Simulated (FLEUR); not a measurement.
# Calculated records

```json
{"subject": "Fe: which magnetic order is lowest", "lattice_ang": [[-1.443, 1.443, 1.443], [1.443, -1.443, 1.443], [1.443, 1.443, -1.443]], "atoms": [["Fe", 0.0, 0.0, 0.0]], "method": "LDA (VWN); all-electron FLAPW, Dirac cores, scalar-relativistic bands (and 1 further level or step)", "program": "FLEUR MaX-R8.1", "settings_of_one_run": "kmax 3.6 1/bohr, gmax 10.8 1/bohr, muffin tin radii Fe: 2.3 bohr, lmax Fe: [8, 6], hist occupations, smearing width 0.05 eV, mixer Anderson, mixing 0.05, max iterations 90, stop 2.00e-5 me/bohr³, collinear spin, 18×18×18 k-mesh, mesh matched on, starting moments 2.8 μB", "cost": "4 runs, 4.8 min in all on 4 MPI ranks of Arm Neoverse N1, shared host (the runs of this entry)", "notes": "The database entry behind the starting cell differs from later determinations by our own check (an axis about 0.7 % long against later determinations). The run is spin-polarised, with a total moment of 2.23 μB a cell. Only 3 starts were tried; other patterns of signs, canted and longer-period orders were not.", "results": {"lowest_state_found": "ferromagnetic (initial ferro +)", "largest_site_spin_moment": "2.26 μB", "next_finished_state": "antiferromagnetic, 206 meV a seeded atom higher", "energy_gained_by_spin_polarisation": "468 meV a seeded atom", "hyperfine_field_at_fe1_along_its_moment": "-26.1 T", "orbital_moment_on_the_atom_of_largest_spin_along_its_spin_spin_orbit_run": "0.0506 μB"}}
```

[Logs and program files are shortened in this print: banners, set-up blocks, solver, clock and traceback lines can be left out without a mark of their own.]

[Logs are printed without paths, hosts, clocks, repeated set-up lines and the standing remarks that a program may print on its own settings, such as how far it seeks lower states.]

[Hosts, paths, dates, database ids (printed as entryN), source tags and the programs' standing remarks are cut or masked in the printed files.]

[Where a cell is said to come from a database of computed structures, the database is the Materials Project.]
